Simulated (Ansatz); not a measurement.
# Ba on W(110): change of the work function, part 2 of 5

How does Ba on the longbridge site change the work function of W(110) as the layer fills?

Ansatz 0.2.0; plane-wave DFT, PBE, Ansatz PAW (the session's first sound run).

So far, work function, upper face (eV): step 2 (the clean slab) 4.84.

**3. Adsorbate added, k-mesh 4×4×1, coverage 0.111 ML**

System of this step: BaW36 (Ba/W(110)). The cell holds 37 atoms: 36 W and 1 Ba. Cell: a = 8.210 Å, b = 8.210 Å, c = 28.328 Å, α = 90.0°, β = 90.0°, γ = 70.5°. Vacuum lies along c.

The clean slab as it ended is repeated in the plane and the adsorbate is set on one face; the cell's size fixes the coverage, and the k-mesh shrinks with it to keep the sampling density about even. Adsorbate and upper layers relax, since the dipole depends on the height.

Input file input.yaml:

```yaml
crystal:
  lattice:
    - [6.7033722855, -4.74, 0.0]
    - [6.7033722855, 4.74, 0.0]
    - [0.0, 0.0, 28.3284687442]
  atoms:
    - { symbol: W, position: [0.0, 0.0, 0.3177016055] }
    - { symbol: W, position: [0.1666666667, 0.1666666667, 0.3965783513] }
    - { symbol: W, position: [0.0, 0.0, 0.4767921915] }
    - { symbol: W, position: [0.1666666667, 0.1666666667, 0.5541761442] }
    - { symbol: W, position: [0.0, 0.3333333333, 0.3177016055] }
    - { symbol: W, position: [0.1666666667, 0.5, 0.3965783513] }
    - { symbol: W, position: [0.0, 0.3333333333, 0.4767921915] }
    - { symbol: W, position: [0.1666666667, 0.5, 0.5541761442] }
    - { symbol: W, position: [0.0, 0.6666666667, 0.3177016055] }
    - { symbol: W, position: [0.1666666667, 0.8333333333, 0.3965783513] }
    - { symbol: W, position: [0.0, 0.6666666667, 0.4767921915] }
    - { symbol: W, position: [0.1666666667, 0.8333333333, 0.5541761442] }
    - { symbol: W, position: [0.3333333333, 0.0, 0.3177016055] }
    - { symbol: W, position: [0.5, 0.1666666667, 0.3965783513] }
    - { symbol: W, position: [0.3333333333, 0.0, 0.4767921915] }
    - { symbol: W, position: [0.5, 0.1666666667, 0.5541761442] }
    - { symbol: W, position: [0.3333333333, 0.3333333333, 0.3177016055] }
    - { symbol: W, position: [0.5, 0.5, 0.3965783513] }
    - { symbol: W, position: [0.3333333333, 0.3333333333, 0.4767921915] }
    - { symbol: W, position: [0.5, 0.5, 0.5541761442] }
    - { symbol: W, position: [0.3333333333, 0.6666666667, 0.3177016055] }
    - { symbol: W, position: [0.5, 0.8333333333, 0.3965783513] }
    - { symbol: W, position: [0.3333333333, 0.6666666667, 0.4767921915] }
    - { symbol: W, position: [0.5, 0.8333333333, 0.5541761442] }
    - { symbol: W, position: [0.6666666667, 0.0, 0.3177016055] }
    - { symbol: W, position: [0.8333333333, 0.1666666667, 0.3965783513] }
    - { symbol: W, position: [0.6666666667, 0.0, 0.4767921915] }
    - { symbol: W, position: [0.8333333333, 0.1666666667, 0.5541761442] }
    - { symbol: W, position: [0.6666666667, 0.3333333333, 0.3177016055] }
    - { symbol: W, position: [0.8333333333, 0.5, 0.3965783513] }
    - { symbol: W, position: [0.6666666667, 0.3333333333, 0.4767921915] }
    - { symbol: W, position: [0.8333333333, 0.5, 0.5541761442] }
    - { symbol: W, position: [0.6666666667, 0.6666666667, 0.3177016055] }
    - { symbol: W, position: [0.8333333333, 0.8333333333, 0.3965783513] }
    - { symbol: W, position: [0.6666666667, 0.6666666667, 0.4767921915] }
    - { symbol: W, position: [0.8333333333, 0.8333333333, 0.5541761442] }
    - { symbol: Ba, position: [0.0, 0.0, 0.6822983945] }
kpoints:
  mp_grid: { grid: [4, 4, 1] }
hamiltonian:
  xc: pbe
scf:
  occupations: { method: fermi_dirac, width: 0.1 }
  convergence: { dr2_threshold: 1.0e-08 }
efield:
  axis: 3
  dipole_correction: true
  ramp_position: 0.97
  ramp_width: 0.06
relax:
  f_tol: 0.02
  max_steps: 60
  constraints:
    - { sites: [0, 1, 4, 5, 8, 9, 12, 13, 16, 17, 20, 21, 24, 25, 28, 29, 32, 33] }
output:
  bader: true
  write_potential: true
  write_density: true
  volumetric_format: npy
```

Run with:

```console
ansatz run input.yaml --threads 4 --pin off --max-ram 12288MiB --backend cpu --events-out ev --progress --plain --runs-dir out
```

Numbers of over 12 decimals in the logs are rounded to 6 here.

What it wrote:

```text
[...]
Crystal: 37 atoms, lattice volume = 1800.217 Å³
Basis set: ecut = 420 eV, 35159 PW (Γ), exchange–correlation on 120×120×384 points (8 copies of the dense FFT grid, shifted against one another)
Bands: 309, of which v1, the nominal top of the filled ones, is band 257 counted from 1 (256 counted from 0)
Symmetry: 4 space group operations
[...]
k-points: 7 of 16
[...]
SCF iter   1: F=—  HF=-379780.202157 eV  |F-HF|=—  |Δ(HF+E_count)|=         —  Δρ=1.16e-2  dr2=9.54e1  ethr=1.77e-3  p=1.447 e·Å  D=1.45e-1 V/Å  ΔV_dip=-4.12 eV  dr2_dipole=6.64e1  V_vac-E_F(+/−)=1.26/5.37 eV  ⟨swp⟩=12.3  Hψ=12889  notcnv=0
[...]
SCF iter  12: F=-379778.455615 eV  HF=-379778.455615 eV  |F-HF|=2.91e-10  |Δ(HF+E_count)|=   3.90e-9  Δρ=2.30e-7  dr2=3.26e-9  ethr=1.95e-12  p=1.001 e·Å  D=1.01e-1 V/Å  ΔV_dip=-2.85 eV  dr2_dipole=1.91e-11  V_vac-E_F(+/−)=2.05/4.90 eV  ⟨swp⟩=11.4  Hψ=14755  notcnv=0
SCF 1 converged in 12 iterations: F = -379778.455615 eV  dr2 = 3.26e-9
[...]
relax step   1: F+E_penalty+E_count = -379778.45561519 eV  Δ(F+E_penalty+E_count) = +0.000e0 eV  max|allowed force component| = 1.762e0 eV/Å  Δτ_max = 0.0000 Å  (12 SCF iters, accepted)
[...]
SCF iter   1: F=—  HF=-379778.865273 eV  |F-HF|=—  |Δ(HF+E_count)|=         —  Δρ=1.97e-3  dr2=3.94e-1  ethr=5.74e-5  p=1.001 e·Å  D=1.01e-1 V/Å  ΔV_dip=-2.85 eV  dr2_dipole=6.67e-2  V_vac-E_F(+/−)=2.06/4.91 eV  ⟨swp⟩=2.3  Hψ=11213  notcnv=0
[...]
eigensolver tolerance schedule calibrated: the retry pair's looser diagonalisation under-reported the residual by θ = 0.25 (0.14/decade); ethr = c·dr2/N_el runs at the constant in force after the calibration composes with the one it found (an armed cap, an earlier calibration), c = 4.8e-2
[...]
SCF iter   2: F=—  HF=-379778.837954 eV  |F-HF|=—  |Δ(HF+E_count)|=   2.73e-2  Δρ=1.12e-3  dr2=9.51e-2  ethr=3.66e-5  p=1.041 e·Å  D=1.05e-1 V/Å  ΔV_dip=-2.97 eV  dr2_dipole=1.65e-5  V_vac-E_F(+/−)=1.93/4.90 eV  ⟨swp⟩=2.6  Hψ=3638  notcnv=0
[...]
SCF iter  10: F=-379778.828870 eV  HF=-379778.828870 eV  |F-HF|=1.22e-9  |Δ(HF+E_count)|=   6.46e-9  Δρ=2.85e-7  dr2=4.09e-9  ethr=1.00e-12  p=1.063 e·Å  D=1.07e-1 V/Å  ΔV_dip=-3.03 eV  dr2_dipole=8.67e-12  V_vac-E_F(+/−)=1.87/4.90 eV  ⟨swp⟩=11.3  Hψ=15400  notcnv=0
SCF 2 converged in 10 iterations: F = -379778.828870 eV  dr2 = 4.09e-9
[...]
relax step   2: F+E_penalty+E_count = -379778.82887045 eV  Δ(F+E_penalty+E_count) = -3.733e-1 eV  max|allowed force component| = 1.721e0 eV/Å  Δτ_max = 0.1948 Å  (10 SCF iters, accepted)
SCF iter   1: F=—  HF=-379779.190783 eV  |F-HF|=—  |Δ(HF+E_count)|=         —  Δρ=2.00e-3  dr2=7.81e-1  ethr=7.03e-4  p=1.063 e·Å  D=1.07e-1 V/Å  ΔV_dip=-3.03 eV  dr2_dipole=1.98e-1  V_vac-E_F(+/−)=1.89/4.92 eV  ⟨swp⟩=15.6  Hψ=9143  notcnv=0
[...]
SCF iter  10: F=-379779.162710 eV  HF=-379779.162710 eV  |F-HF|=1.63e-9  |Δ(HF+E_count)|=   4.25e-9  Δρ=1.83e-7  dr2=9.03e-10  ethr=1.95e-12  p=1.081 e·Å  D=1.09e-1 V/Å  ΔV_dip=-3.08 eV  dr2_dipole=1.10e-11  V_vac-E_F(+/−)=1.81/4.89 eV  ⟨swp⟩=10.9  Hψ=15408  notcnv=0
SCF 3 converged in 10 iterations: F = -379779.162710 eV  dr2 = 9.03e-10
relax step   3: F+E_penalty+E_count = -379779.16271049 eV  Δ(F+E_penalty+E_count) = -3.338e-1 eV  max|allowed force component| = 1.396e0 eV/Å  Δτ_max = 0.1950 Å  (10 SCF iters, accepted)
[...]
relax step   4: F+E_penalty+E_count = -379779.38268002 eV  Δ(F+E_penalty+E_count) = -2.200e-1 eV  max|allowed force component| = 7.684e-1 eV/Å  Δτ_max = 0.1950 Å  (9 SCF iters, accepted)
[...]
relax step   5: F+E_penalty+E_count = -379779.45994746 eV  Δ(F+E_penalty+E_count) = -7.727e-2 eV  max|allowed force component| = 2.906e-1 eV/Å  Δτ_max = 0.1600 Å  (9 SCF iters, accepted)
[...]
relax step   6: F+E_penalty+E_count = -379779.47075705 eV  Δ(F+E_penalty+E_count) = -1.081e-2 eV  max|allowed force component| = 1.700e-1 eV/Å  Δτ_max = 0.0740 Å  (9 SCF iters, accepted)
[...]
relax step   7: F+E_penalty+E_count = -379779.47530955 eV  Δ(F+E_penalty+E_count) = -4.553e-3 eV  max|allowed force component| = 4.157e-2 eV/Å  Δτ_max = 0.0243 Å  (8 SCF iters, accepted)
SCF iter   1: F=—  HF=-379779.473286 eV  |F-HF|=—  |Δ(HF+E_count)|=         —  Δρ=1.56e-4  dr2=1.10e-3  ethr=6.38e-6  p=0.971 e·Å  D=9.76e-2 V/Å  ΔV_dip=-2.76 eV  dr2_dipole=1.35e-4  V_vac-E_F(+/−)=2.12/4.89 eV  ⟨swp⟩=12.4  Hψ=6873  notcnv=0
[...]
SCF iter   7: F=-379779.475733 eV  HF=-379779.475733 eV  |F-HF|=1.05e-9  |Δ(HF+E_count)|=   2.08e-8  Δρ=2.29e-7  dr2=1.55e-9  ethr=1.95e-12  p=0.970 e·Å  D=9.75e-2 V/Å  ΔV_dip=-2.76 eV  dr2_dipole=1.65e-14  V_vac-E_F(+/−)=2.12/4.89 eV  ⟨swp⟩=10.7  Hψ=13972  notcnv=0
SCF 8 converged in 7 iterations: F = -379779.475733 eV  dr2 = 1.55e-9
[...]
relax step   8: F+E_penalty+E_count = -379779.47573297 eV  Δ(F+E_penalty+E_count) = -4.234e-4 eV  max|allowed force component| = 5.790e-3 eV/Å  Δτ_max = 0.0035 Å  (7 SCF iters, accepted)
NSCF: frozen V_eff on 7 k-points
[...]
SCF converged after 7 iterations
Free energy (F): -379779.475733 eV
[...]
Internal energy: -379778.556573 eV  (E = F + TS)
E sigma→0 (E₀):  -379779.016153 eV
Entropy (-TS):   -0.919160 eV (-24.842 meV/atom)
Fermi energy:    5.150566 eV
Dipole field:    D = 0.097452 V/Å  (p = 0.969512 e·Å, saw-weighted, corrected)
Work function:   Φ+ = 2.1246 eV   Φ− = 4.8852 eV
[...]
--- Forces (eV/Å), atoms counted from 1 ---
  atom   1  W      0.00000000     0.00000000     0.35751617
  atom   2  W      0.05303513    -0.00000000    -0.36682967
  atom   3  W      0.00000000     0.00000000     0.00251375
  atom   4  W      0.00212297     0.00000000     0.00506518
  atom   5  W     -0.00132393     0.01147488     0.36675647
  atom   6  W      0.01802539     0.00635340    -0.35484673
  atom   7  W     -0.00235660    -0.00295617     0.00057468
  atom   8  W      0.00041243    -0.00579007    -0.00295579
  atom   9  W      0.00132393    -0.01147488     0.36675647
  atom  10  W      0.00000000     0.00054193    -0.36547528
  atom  11  W      0.00235660     0.00295617     0.00057468
  atom  12  W      0.00000000     0.00034299    -0.00119632
  atom  13  W     -0.00132393    -0.01147488     0.36675647
  atom  14  W      0.01802539    -0.00635340    -0.35484673
  atom  15  W     -0.00235660     0.00295617     0.00057468
  atom  16  W      0.00041243     0.00579007    -0.00295579
  atom  17  W     -0.00261660     0.00000000     0.35982072
  atom  18  W      0.00000000    -0.00000000    -0.41366775
  atom  19  W      0.00295252     0.00000000     0.00248378
  atom  20  W      0.00000000     0.00000000     0.00387055
  atom  21  W      0.00000000    -0.01437099     0.37743136
  atom  22  W     -0.01802539     0.00635340    -0.35484673
  atom  23  W      0.00000000    -0.00174512    -0.00403888
  atom  24  W     -0.00041243    -0.00579007    -0.00295579
  atom  25  W      0.00132393     0.01147488     0.36675647
  atom  26  W      0.00000000    -0.00054193    -0.36547528
  atom  27  W      0.00235660    -0.00295617     0.00057468
  atom  28  W      0.00000000    -0.00034299    -0.00119632
  atom  29  W      0.00000000     0.01437099     0.37743136
  atom  30  W     -0.01802539    -0.00635340    -0.35484673
  atom  31  W      0.00000000     0.00174512    -0.00403888
  atom  32  W     -0.00041243     0.00579007    -0.00295579
  atom  33  W      0.00261660     0.00000000     0.35982072
  atom  34  W     -0.05303513    -0.00000000    -0.36682967
  atom  35  W     -0.00295252    -0.00000000     0.00248378
  atom  36  W     -0.00212297    -0.00000000     0.00506518
  atom  37  Ba     0.00000000    -0.00000000    -0.00287819
  max |Σ_I F_I| component: 9.14e-6 eV/Å
--- Band table (eV; the first three rows and the last of 7) ---
  k-point 0: bands = [... 253 lower, 4.8571, 4.8707, 4.9559, 4.9611, 5.4676, 5.6647, 5.6781, 5.9194, ... 48 higher]
  k-point 1: bands = [... 253 lower, 5.0750, 5.0995, 5.1539, 5.1797, 5.2024, 5.3053, 5.4029, 5.4290, ... 48 higher]
  k-point 2: bands = [... 253 lower, 5.1272, 5.1302, 5.1400, 5.1924, 5.2003, 5.3045, 5.3655, 5.3769, ... 48 higher]
  k-point 6: bands = [... 253 lower, 4.6887, 4.7321, 4.9390, 4.9491, 4.9786, 5.0092, 5.0247, 5.1349, ... 48 higher]
--- Relaxed structure (8 steps of the walk, 8 accepted, 0 SCFs on fresh bases) ---
  F+E_penalty+E_count = -379779.47573297 eV   max|allowed force component| = 5.790e-3 eV/Å
  atoms:
    - { symbol: W, position: [0.0, 0.0, 0.3177016055] }
    - { symbol: W, position: [0.1666666667, 0.1666666667, 0.396578] }
    - { symbol: W, position: [1.0626758351629934e-19, -1.0626758351629934e-19, 0.476152] }
    - { symbol: W, position: [0.166136, 0.166136, 0.554640] }
    - { symbol: W, position: [0.0, 0.3333333333, 0.3177016055] }
    - { symbol: W, position: [0.166667, 0.5, 0.396578] }
    - { symbol: W, position: [-4.877504097125507e-5, 0.334161, 0.476538] }
    - { symbol: W, position: [0.166013, 0.499770, 0.554923] }
    - { symbol: W, position: [0.0, 0.6666666667, 0.3177016055] }
    - { symbol: W, position: [0.166667, 0.8333333333, 0.396578] }
    - { symbol: W, position: [4.8775040971338335e-5, 0.665839, 0.476538] }
    - { symbol: W, position: [0.169216, 0.830784, 0.553624] }
    - { symbol: W, position: [0.3333333333, 0.0, 0.3177016055] }
    - { symbol: W, position: [0.5, 0.166667, 0.396578] }
    - { symbol: W, position: [0.334161, -4.877504097125507e-5, 0.476538] }
    - { symbol: W, position: [0.499770, 0.166013, 0.554923] }
    - { symbol: W, position: [0.3333333333, 0.3333333333, 0.3177016055] }
    - { symbol: W, position: [0.5, 0.5, 0.396578] }
    - { symbol: W, position: [0.333221, 0.333221, 0.476914] }
    - { symbol: W, position: [0.5, 0.5, 0.554615] }
    - { symbol: W, position: [0.333333, 0.6666666667, 0.3177016055] }
    - { symbol: W, position: [0.500000, 0.833333, 0.396578] }
    - { symbol: W, position: [0.333431, 0.666569, 0.476703] }
    - { symbol: W, position: [0.500230, 0.833987, 0.554923] }
    - { symbol: W, position: [0.6666666667, 0.0, 0.3177016055] }
    - { symbol: W, position: [0.8333333333, 0.166667, 0.396578] }
    - { symbol: W, position: [0.665839, 4.8775040971338335e-5, 0.476538] }
    - { symbol: W, position: [0.830784, 0.169216, 0.553624] }
    - { symbol: W, position: [0.6666666667, 0.333333, 0.3177016055] }
    - { symbol: W, position: [0.833333, 0.500000, 0.396578] }
    - { symbol: W, position: [0.666569, 0.333431, 0.476703] }
    - { symbol: W, position: [0.833987, 0.500230, 0.554923] }
    - { symbol: W, position: [0.6666666667, 0.6666666667, 0.3177016055] }
    - { symbol: W, position: [0.8333333333, 0.8333333333, 0.396578] }
    - { symbol: W, position: [0.666779, 0.666779, 0.476914] }
    - { symbol: W, position: [0.833864, 0.833864, 0.554640] }
    - { symbol: Ba, position: [4.665689736244497e-18, -4.665689736244497e-18, 0.654172] }
--- Bader charges: 37 sites ---
  site symbol  charge [e]  shift [e]
     0      W     -0.0561     0.0000
     1      W      0.0528     0.0000
     2      W      0.0487     0.0000
     3      W     -0.2043     0.0000
     4      W     -0.0564     0.0000
     5      W      0.0531     0.0000
     6      W      0.0502     0.0000
     7      W     -0.1069     0.0000
     8      W     -0.0565     0.0000
     9      W      0.0533     0.0000
    10      W      0.0503     0.0000
    11      W     -0.2846     0.0000
    12      W     -0.0564     0.0000
    13      W      0.0531     0.0000
    14      W      0.0502     0.0000
    15      W     -0.1068     0.0000
    16      W     -0.0566     0.0000
    17      W      0.0461     0.0000
    18      W      0.0507     0.0000
    19      W     -0.0833     0.0000
    20      W     -0.0552     0.0000
    21      W      0.0531     0.0000
    22      W      0.0566     0.0000
    23      W     -0.1069     0.0000
    24      W     -0.0564     0.0000
    25      W      0.0534     0.0000
    26      W      0.0502     0.0000
    27      W     -0.2846     0.0000
    28      W     -0.0552     0.0000
    29      W      0.0531     0.0000
    30      W      0.0566     0.0000
    31      W     -0.1069     0.0000
    32      W     -0.0565     0.0000
    33      W      0.0528     0.0000
    34      W      0.0507     0.0000
    35      W     -0.2043     0.0000
    36     Ba      1.0585     0.0000
  estimated error of the sums over rays = 8.2e-4 e
```

It took 28 min on 4 threads of Arm Neoverse V1, shared host; peak memory 10 GiB.

The steps of the relaxation:

| step | energy less that of the first step (eV) | largest force component (eV/Å) |
| --- | --- | --- |
| 1 | 0.0000 | 1.7621 |
| 2 | -0.3733 | 1.7214 |
| 3 | -0.7071 | 1.3961 |
| 4 | -0.9271 | 0.7684 |
| 5 | -1.0043 | 0.2906 |
| 6 | -1.0151 | 0.1700 |
| 7 | -1.0197 | 0.0416 |
| 8 | -1.0201 | 0.0058 |

The run keeps the 4 symmetry operations that it works with, so distortions that break them were not tested.

The atoms that moved most (Å):

| atom | dx | dy | dz | length |
| --- | --- | --- | --- | --- |
| Ba37 | 0.000 | 0.000 | -0.797 | 0.797 |
| W28 | 0.000 | 0.024 | -0.016 | 0.029 |
| W12 | 0.000 | -0.024 | -0.016 | 0.029 |
| W8 | -0.006 | 0.002 | 0.021 | 0.022 |
| W24 | 0.006 | 0.002 | 0.021 | 0.022 |
| W16 | -0.006 | -0.002 | 0.021 | 0.022 |
| W32 | 0.006 | -0.002 | 0.021 | 0.022 |
| W3 | 0.000 | 0.000 | -0.018 | 0.018 |

Final coordinates:

```xyz
37
Lattice="6.7034 -4.7400 0.0000 6.7034 4.7400 0.0000 0.0000 0.0000 28.3285" Properties=species:S:1:pos:R:3
W     0.0000    0.0000    9.0000
W     2.2345    0.0000   11.2345
W     0.0000    0.0000   13.4886
W     2.2273    0.0000   15.7121
W     2.2345    1.5800    9.0000
W     4.4689    1.5800   11.2345
W     2.2397    1.5842   13.4996
W     4.4630    1.5820   15.7201
W     4.4689    3.1600    9.0000
W     6.7034    3.1600   11.2345
W     4.4637    3.1558   13.4996
W     6.7034    3.1358   15.6833
W     2.2345   -1.5800    9.0000
W     4.4689   -1.5800   11.2345
W     2.2397   -1.5842   13.4996
W     4.4630   -1.5820   15.7201
W     4.4689    0.0000    9.0000
W     6.7034    0.0000   11.2345
W     4.4674    0.0000   13.5102
W     6.7034    0.0000   15.7114
W     6.7034    1.5800    9.0000
W     8.9378    1.5800   11.2345
W     6.7034    1.5791   13.5043
W     8.9438    1.5820   15.7201
W     4.4689   -3.1600    9.0000
W     6.7034   -3.1600   11.2345
W     4.4637   -3.1558   13.4996
W     6.7034   -3.1358   15.6833
W     6.7034   -1.5800    9.0000
W     8.9378   -1.5800   11.2345
W     6.7034   -1.5791   13.5043
W     8.9438   -1.5820   15.7201
W     8.9378    0.0000    9.0000
W    11.1723    0.0000   11.2345
W     8.9393    0.0000   13.5102
W    11.1794    0.0000   15.7121
Ba    0.0000    0.0000   18.5317
```

Numbers from this step:

```
energy at zero smearing        : -379779.0162 eV
work function, upper face      : 2.125 eV
work function, lower face      : 4.885 eV
dipole along the normal        : 0.9695 e·Å
step between the vacuum levels : -2.761 eV
```

Running mean over 2.234 Å of the planar mean; the ramp of the sawtooth is left out. Electron's electrostatic potential energy less the Fermi level against z:

z (Å), electron's electrostatic potential energy less the Fermi level (eV) and a bar from the least value:
```
      3.5        4.9 ##############################
      4.0        4.9 ##############################
      4.5        4.9 ##############################
      5.0        4.9 ##############################
      5.5        4.8 ##############################
      6.0        4.7 ##############################
      6.5        4.4 #############################
      7.0        3.3 ###########################
      7.5       -0.1 ######################
      8.0       -5.8 ############
      8.5      -10.5 ####
      9.0      -12.2 #
      9.5      -12.5 #
     10.0      -12.6 #
     10.5      -12.7 
     11.0      -12.7 
     11.5      -12.7 
     12.0      -12.5 #
     12.5      -12.4 #
     13.0      -12.6 #
     13.5      -12.7 
     14.0      -12.8 
     14.5      -12.9 
     15.0      -12.7 
     15.5      -12.4 #
     16.0      -11.5 ##
     16.5       -8.2 ########
     17.0       -3.2 ################
     17.5        0.4 ######################
     18.0        1.2 ########################
     18.5        1.0 #######################
     19.0        0.9 #######################
     19.5        1.1 ########################
     20.0        1.6 ########################
     20.5        1.9 #########################
     21.0        2.0 #########################
     21.5        2.1 #########################
     22.0        2.1 #########################
     22.5        2.1 #########################
     23.0        2.1 #########################
     23.5        2.1 #########################
     24.0        2.1 #########################
     24.5        2.1 #########################
     25.0        2.1 #########################
```

The relaxation took 8 steps and lowered the energy by 1.0 eV; the largest force on the free atoms ends at 0.0058 eV/Å.

The covered face has 2.12 eV, -2.72 eV against the clean one; the bare back face has moved by -0.01 eV, a measure of how thin the slab is.

[end of part 2 of 5]

[Logs are printed without paths, hosts, clocks, repeated set-up lines and the standing remarks that a program may print on its own settings, such as how far it seeks lower states.]

[Hosts, paths, dates, database ids (printed as entryN), source tags and the programs' standing remarks are cut or masked in the printed files.]

[Maps of the electrostatic potential energy from Ansatz leave out the sawtooth potential of an applied field or a dipole correction, so their vacuum need not be flat; planar profiles and work functions include it.]
